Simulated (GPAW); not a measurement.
**Core-hole calculation of the Ga K edge in zinc-blende (GaAs)₁₋ₓ(GaP)ₓ at x = 0.125**

Aim: the Ga K edge in zinc-blende (GaAs)₁₋ₓ(GaP)ₓ at x = 0.125, one member of a composition series.

Calculated with GPAW 26.7.0; X-ray absorption from dipole matrix elements to empty bands, plane-wave PAW PBE.

## (1) Set-up

The cell holds 16 atoms: 8 Ga, 7 As and 1 P. Its edges and angles: a = 7.959 Å, b = 7.959 Å, c = 7.959 Å, α = 60.0°, β = 60.0°, γ = 60.0°. 16-atom zinc-blende cell, 1 of 8 As sites taken by P at random, lattice constants typed for the ends and interpolated (Vegard).

## (2) Relaxation

Bond lengths around the absorber set the edge shape, so the atoms are relaxed before any spectrum.

The input, relax.py:

```python
import numpy as np
from ase import Atoms
from ase.parallel import parprint, paropen
from gpaw import GPAW, PW, FermiDirac, Mixer, MixerDif, setup_paths
from ase.optimize import BFGS

atoms = Atoms('GaAsGaAsGaPGaAsGaAsGaAsGaAsGaAs',
    cell=[[0, 5.62775, 5.62775],
     [5.62775, 0, 5.62775],
     [5.62775, 5.62775, 0]],
    scaled_positions=[[0.002335, 0.000573, 0.999563],
     [0.125279, 0.127625, 0.124837],
     [0.002034, 0.998018, 0.500805],
     [0.124441, 0.119985, 0.624008],
     [0.998833, 0.498251, 0.999208],
     [0.123154, 0.625323, 0.125294],
     [0.000333, 0.49848, 0.501122],
     [0.126467, 0.624591, 0.626653],
     [0.499146, 0.00195, 0.002086],
     [0.629719, 0.125405, 0.124229],
     [0.500511, 0.000513, 0.499239],
     [0.626203, 0.12979, 0.623239],
     [0.49913, 0.50179, 0.998502],
     [0.622897, 0.627413, 0.126538],
     [0.502352, 0.49814, 0.498639],
     [0.624344, 0.627131, 0.624773]],
    pbc=True)
atoms.calc = GPAW(legacy_gpaw=True, mode=PW(400, force_complex_dtype=True), xc='PBE', setups={},
    kpts={'size': (3, 3, 3), 'gamma': True}, occupations=FermiDirac(0.08),
    charge=0, mixer=Mixer(0.1, 5, 50), maxiter=150,
    convergence={'density': 0.0001, 'eigenstates': 1e-6}, txt='relax.txt')
steps = []
opt = BFGS(atoms, logfile='-')
opt.attach(lambda: steps.append([atoms.get_potential_energy(), float(np.linalg.norm(atoms.get_forces(), axis=1).max())]))
done = opt.run(fmax=0.05, steps=30)
out = dict(done=bool(done), steps=steps, frac=atoms.get_scaled_positions().tolist())
import json
with paropen('out.json', 'w') as f:
    json.dump(out, f)
```

Run with:

```bash
OMP_NUM_THREADS=1 mpirun -n 4 gpaw python relax.py
```

Numbers of over 12 decimals in the logs are rounded to 6 here.

What it wrote:

```text
Input parameters:
  convergence: {density: 0.0001,
                eigenstates: 1e-06}
  kpts: {gamma: True,
         size: (3, 3, 3)}
  maxiter: 150
  mixer: {backend: pulay,
          beta: 0.1,
          method: separate,
          nmaxold: 5,
          weight: 50}
  mode: {ecut: 400.0,
         force_complex_dtype: True,
         name: pw}
  occupations: {fixmagmom: False,
                name: fermi-dirac,
[...]
No difference between direct/indirect transitions

Forces in eV/Ang:
[...]
14 Ga    0.02270   -0.01263    0.00564
 15 As   -0.01201    0.00726   -0.01373
Step     Time          Energy          fmax
BFGS:    0 02:02:55      -66.300936        0.887438
BFGS:    1 02:03:12      -66.345308        0.713645
BFGS:    2 02:03:28      -66.414027        0.123808
BFGS:    3 02:03:39      -66.415475        0.106108
BFGS:    4 02:03:52      -66.417870        0.032765
[key lines of the parts left out:]
Converged after 8 iterations.
Dipole moment: (-27.062789, -29.285490, -27.258036) |e|*Ang
Free energy:    -66.417870
Fermi level: 5.35774
```

The job ended after 93 s (4 MPI ranks of AMD EPYC 7B13 (Zen 3), shared host; peak memory 0.32 GiB).

In 4 steps the energy fell by 117 meV (energies extrapolated to zero smearing) and the largest force to 0.033 eV/Å. Atom 5 (Ga; the text counts from 1, the script from 0) is among those that moved most, by 0.07 Å.

## (3) Ground state of the crystal

The ground state comes first: it tells whether the system has a gap, which decides how the excited electron is treated.

The input, scf.py:

```python
import numpy as np
from ase import Atoms
from ase.parallel import parprint, paropen
from gpaw import GPAW, PW, FermiDirac, Mixer, MixerDif, setup_paths
from gpaw.test import gen
setup_paths.insert(0, '.')
gen('Ga', name='nch1s', xcname='PBE', corehole=(1, 0, 0), write_xml=True)
from gpaw.mpi import world
world.barrier()

atoms = Atoms('GaAsGaAsGaPGaAsGaAsGaAsGaAsGaAs',
    cell=[[0, 5.62775, 5.62775],
     [5.62775, 0, 5.62775],
     [5.62775, 5.62775, 0]],
    scaled_positions=[[0.0049986, 0.9923528, 0.0018755],
     [0.1255857, 0.1258597, 0.1247296],
     [0.0007953, 0.9980282, 0.4999559],
     [0.1256009, 0.123795, 0.624748],
     [0.0005784, 0.5031034, 0.0025709],
     [0.1240588, 0.6245459, 0.125707],
     [0.0028913, 0.5008269, 0.4937207],
     [0.1258647, 0.6231093, 0.6254397],
     [0.5007179, 0.002162, 0.0007937],
     [0.6276057, 0.1267632, 0.1242302],
     [0.5006945, 0.001139, 0.4993313],
     [0.6254607, 0.1255934, 0.6254014],
     [0.491755, 0.5038009, 0.0019399],
     [0.6235903, 0.6270932, 0.1241716],
     [0.5012698, 0.5008332, 0.4992375],
     [0.6257181, 0.6259505, 0.6248707]],
    pbc=True)
atoms.calc = calc = GPAW(legacy_gpaw=True, mode=PW(400, force_complex_dtype=True), xc='PBE', setups={0: 'nch1s'},
    kpts={'size': (3, 3, 3), 'gamma': True}, occupations=FermiDirac(0.05),
    charge=0, mixer=Mixer(0.1, 5, 50), maxiter=150,
    convergence={'density': 0.0001, 'eigenstates': 1e-6}, txt='scf.txt')
energy = atoms.get_potential_energy() + calc.get_reference_energy()
ef = calc.get_fermi_level()
out = dict(energy=energy, fermi=ef, forces=atoms.get_forces().tolist())
parprint(f'all-electron energy {energy:.4f} eV, Fermi level {ef:.4f} eV')
ev = np.array([[calc.get_eigenvalues(k, s) for k in range(len(calc.get_ibz_k_points()))] for s in range(calc.get_number_of_spins())])
out['homo'], out['lumo'], out['counts'] = ev[ev < ef].max(), ev[ev > ef].min(), sorted(set((ev < ef).sum((0, 2)).tolist()))
out['filled'] = (ev[:, 0] < ef).sum(1).tolist()
import json
with paropen('out.json', 'w') as f:
    json.dump(out, f)
```

Run with:

```bash
OMP_NUM_THREADS=1 mpirun -n 4 gpaw python scf.py
```

What it wrote:

```text
Input parameters:
  convergence: {density: 0.0001,
                eigenstates: 1e-06}
  kpts: {gamma: True,
         size: (3, 3, 3)}
  maxiter: 150
  mixer: {backend: pulay,
          beta: 0.1,
          method: separate,
          nmaxold: 5,
          weight: 50}
  mode: {ecut: 400.0,
         force_complex_dtype: True,
         name: pw}
  occupations: {fixmagmom: False,
                name: fermi-dirac,
                width: 0.05}
  setups: {0: nch1s}
  xc: PBE

Initialize ...

[... PAW data sets ...]

Reference energy: -862901.101829  # eV

Spin-paired calculation

[... convergence settings ...]
Symmetries present (total): 1
  [... symmetry matrices ...]

27 k-points: 3 x 3 x 3 Monkhorst-Pack grid
14 k-points in the irreducible part of the Brillouin zone
       k-points in crystal coordinates                weights
   0:     0.00000000    0.00000000    0.00000000          1/27
   1:     0.00000000    0.00000000    0.33333333          2/27
   2:     0.00000000    0.33333333   -0.33333333          2/27
   3:     0.00000000    0.33333333    0.00000000          2/27
   4:     0.00000000    0.33333333    0.33333333          2/27
   5:     0.33333333   -0.33333333   -0.33333333          2/27
   6:     0.33333333   -0.33333333    0.00000000          2/27
   7:     0.33333333   -0.33333333    0.33333333          2/27
   8:     0.33333333    0.00000000   -0.33333333          2/27
   9:     0.33333333    0.00000000    0.00000000          2/27
          ...
  13:     0.33333333    0.33333333    0.33333333          2/27

Wave functions: Plane wave expansion
  Cutoff energy: 400.000 eV
  Number of coefficients (min, max): 6423, 6481
  Pulay-stress correction: 0.000000 eV/Ang^3 (de/decut=0.000000)
  Using FFTW library
  Wavefunction extrapolation:
    Improved wavefunction reuse through dual PAW basis

Occupation numbers: Fermi-Dirac:
  width: 0.0500  # eV

Eigensolver
   Davidson(niter=2)

Densities:
  Coarse grid: 40*40*40 grid
  Fine grid: 80*80*80 grid
  Total Charge: 0.000000

Density mixing:
  Method: separate
  Backend: pulay
  Linear mixing parameter: 0.1
  old densities: 5
  Width of damping distribution: 1.1
  Damping of long wavelength oscillations: 50

[... Hamiltonian set-up ...]
Number of atoms: 16
Number of atomic orbitals: 64
Number of bands in calculation: 43
Number of valence electrons: 64
Bands to converge: occupied

... initialized

Initializing position-dependent things.

Density initialized from atomic densities
Creating initial wave functions:
  43 bands from LCAO basis set

                             As

                    As  Ga
                      As
                Ga           Ga
             As            As
                 Ga  Ga
                  P
         Ga           Ga
              Ga    As
           As

Atomic positions and initial magnetic moments

Positions:
   0 Ga     5.595268    0.038686    5.612844    ( 0.0000,  0.0000,  0.0000)
   1 As     1.410254    1.408712    1.415072    ( 0.0000,  0.0000,  0.0000)
   2 Ga     8.430280    2.818103    5.621129    ( 0.0000,  0.0000,  0.0000)
   3 As     4.212613    4.222776    1.403538    ( 0.0000,  0.0000,  0.0000)
   4 Ga     2.845809    0.017723    2.834595    ( 0.0000,  0.0000,  0.0000)
   5 P      4.222236    1.405619    4.212960    ( 0.0000,  0.0000,  0.0000)
   6 Ga     5.597065    2.794808    2.834800    ( 0.0000,  0.0000,  0.0000)
[...]
13 As     4.227930    4.208217    7.038534    ( 0.0000,  0.0000,  0.0000)
  14 Ga     5.628148    5.630605    5.639585    ( 0.0000,  0.0000,  0.0000)
  15 As     7.039309    7.038001    7.044078    ( 0.0000,  0.0000,  0.0000)

Unit cell:
           periodic     x           y           z      points  spacing
  1. axis:    yes    0.000000    5.627750    5.627750    40     0.1625
  2. axis:    yes    5.627750    0.000000    5.627750    40     0.1625
  3. axis:    yes    5.627750    5.627750    0.000000    40     0.1625

  Lengths:   7.958840   7.958840   7.958840
  Angles:   60.000000  60.000000  60.000000

Effective grid spacing dv^(1/3) = 0.1773

iter:   1   -67.208696
iter:   2   -66.921141   -2.15  -0.85
iter:   3   -66.486278   -1.62  -0.90
iter:   4   -66.449688   -3.09  -1.38
iter:   5   -66.443640   -2.46  -1.48
iter:   6   -66.434548c  -2.92  -2.01
iter:   7   -66.421297c  -4.19  -1.99
iter:   8   -66.417096c  -3.92  -2.25
iter:   9   -66.419005c  -4.37  -2.72
iter:  10   -66.416926c  -4.61  -2.46
iter:  11   -66.417068c  -4.71  -3.09
iter:  12   -66.416866c  -5.60  -2.98
iter:  13   -66.416868c  -6.86c -3.84
iter:  14   -66.416870c  -7.40c -3.90
iter:  15   -66.416869c  -7.76c -4.04c

Converged after 15 iterations.

Dipole moment: (-27.061843, -29.284381, -27.257186) |e|*Ang

Energy contributions relative to reference atoms: (reference = -862901.101829)

Kinetic:       +213.684278
Potential:     -188.523695
External:        +0.000000
XC:             -91.719024
Entropy (-ST):   -0.000081
Local:           +0.141612
SIC:             +0.000000
--------------------------
Free energy:    -66.416910
Extrapolated:   -66.416869

Showing only first 2 kpts
 Kpt  Band  Eigenvalues  Occupancy
  0    30      4.95448    1.99911
  0    31      4.95534    1.99909
  0    32      5.67096    0.00267
  0    33      6.04576    0.00000

  1    30      4.57699    2.00000
  1    31      4.57930    2.00000
  1    32      6.26616    0.00000
  1    33      6.70285    0.00000

Fermi level: 5.34012

Gap: 0.716 eV
Transition (v -> c):
  (s=0, k=0, n=31, [0.00, 0.00, 0.00]) -> (s=0, k=0, n=32, [0.00, 0.00, 0.00])
No difference between direct/indirect transitions

Forces in eV/Ang:
  0 Ga    0.01464   -0.02445   -0.00036
  1 As    0.00352   -0.00957   -0.00924
  2 Ga    0.00416    0.00175    0.02252
  3 As    0.01957    0.00615    0.00459
  4 Ga   -0.01203    0.00238   -0.00137
  5 P    -0.00200    0.00127    0.01458
  6 Ga    0.01040   -0.00232   -0.00560
[...]
13 As   -0.02265    0.02062   -0.00266
 14 Ga    0.02012   -0.01163    0.00417
 15 As   -0.01087    0.00733   -0.01257
Scalar-relativistic atomic PBE calculation for Ga (Gallium, Z=31)
Core hole in 1s state (1s occupation: 2.0)
600 radial gridpoints.
|------------------------------------------------|
|------------------------------------------------|
[... the atom generator's iteration count ...]

Energy contributions:
-------------------------
Kinetic:    +1975.818718
XC:           -75.460039
Potential:  -3843.834555
-------------------------
Total:      -1943.475875

state      eigenvalue         ekin         rmax
-----------------------------------------------
1s^2.0 :  -375.738345   483.145156        0.032
2s^2.0 :   -46.372143    92.242833        0.182
2p^6.0 :   -40.383279    89.841965        0.146
3s^2.0 :    -5.441135    20.702678        0.565
3p^6.0 :    -3.633356    18.380252        0.567
3d^10.0:    -0.703962    12.956549        0.533
4s^2.0 :    -0.328732     1.921093        1.895
4p^1.0 :    -0.094810     0.896399        2.539
-----------------------------------------------
(units: Bohr and Hartree)

Generating PAW setup
Kinetic energy of the core from tauc = 1991.443120
Cutoffs:
rc(s)=2.200
rc(p)=2.200
rc(d)=2.200
rc(vbar)=1.980
rc(comp)=2.200
rc(nct)=2.200

Kinetic energy of the core states: 1971.080133
Charge: 0.0
Core electrons: 28.0
Valence electrons: 3.0
Pseudo-core charge: 1.922205
Shape function alpha=2.066
Pseudo-electron charge 5.203998
state    eigenvalue         norm
--------------------------------
4s(2) :    -0.328732     1.135119
*s    :     0.671268
4p(1) :    -0.094810     1.011555
*p    :     0.905190
*d    :     0.000000
--------------------------------

Diagonalizing with gridspacing h=0.050

state   all-electron     PAW
-------------------------------
4s:      -0.328732    -0.328886
4p:      -0.094810    -0.094897
*d:                    0.028969
*f:                    0.063419
-------------------------------
all-electron energy -862967.5187 eV, Fermi level 5.3401 eV
```

Run time: 37 s. Hardware: 4 MPI ranks; peak memory 0.32 GiB.

The mesh shows a gap of 0.72 eV. The excited electron is kept all the same, so that all members of the series, with or without a gap, are treated alike.

## (4) Reference energy of the cell

The photon energy needs a difference of total energies, so the cell and mesh of the coming hole run are first run without a hole.

scf.py, as its differences from that of step 3:

```diff
@@ -32,3 +32,3 @@
 atoms.calc = calc = GPAW(legacy_gpaw=True, mode=PW(400, force_complex_dtype=True), xc='PBE', setups={0: 'nch1s'},
-    kpts={'size': (3, 3, 3), 'gamma': True}, occupations=FermiDirac(0.05),
+    kpts={'size': (3, 3, 3), 'gamma': True}, occupations=FermiDirac(0.02),
     charge=0, mixer=Mixer(0.1, 5, 50), maxiter=150,
```

What it wrote:

```text
Input parameters:
  convergence: {density: 0.0001,
                eigenstates: 1e-06}
  kpts: {gamma: True,
         size: (3, 3, 3)}
  maxiter: 150
  mixer: {backend: pulay,
          beta: 0.1,
          method: separate,
          nmaxold: 5,
          weight: 50}
  mode: {ecut: 400.0,
         force_complex_dtype: True,
         name: pw}
  occupations: {fixmagmom: False,
                name: fermi-dirac,
[...]
4s(2) :    -0.328732     1.135119
*s    :     0.671268
4p(1) :    -0.094810     1.011555
*p    :     0.905190
*d    :     0.000000
--------------------------------

Diagonalizing with gridspacing h=0.050

state   all-electron     PAW
-------------------------------
4s:      -0.328732    -0.328886
4p:      -0.094810    -0.094897
*d:                    0.028969
*f:                    0.063419
-------------------------------
all-electron energy -862967.5187 eV, Fermi level 5.3232 eV
[key lines of the parts left out:]
Converged after 15 iterations.
Dipole moment: (-27.061800, -29.284351, -27.257143) |e|*Ang
Free energy:    -66.416900
Fermi level: 5.32318
```

Run time: 33 s. Hardware: 4 MPI ranks; peak memory 0.33 GiB; 2.2 min of CPU time.

Reference energy: -862967.519 eV with the cores included.

[end of part 1 of 2]

[Banner, clock and machine lines of the logs are left out without a mark of their own.]

[Logs are printed without paths, hosts, clocks, repeated set-up lines and the standing remarks that a program may print on its own settings, such as how far it seeks lower states.]

[Hosts, paths, dates, database ids (printed as entryN), source tags and the programs' standing remarks are cut or masked in the printed files.]

[Lists of maxima count a maximum above −3 eV only where it reaches 4 % of the highest in the window and stands out from its surroundings by 2 % of it (1.5 % where it reaches 55 %); shoulders and weaker maxima are passed over, and of the rest the first, up to two pre-edge ones and the few strongest are named.]
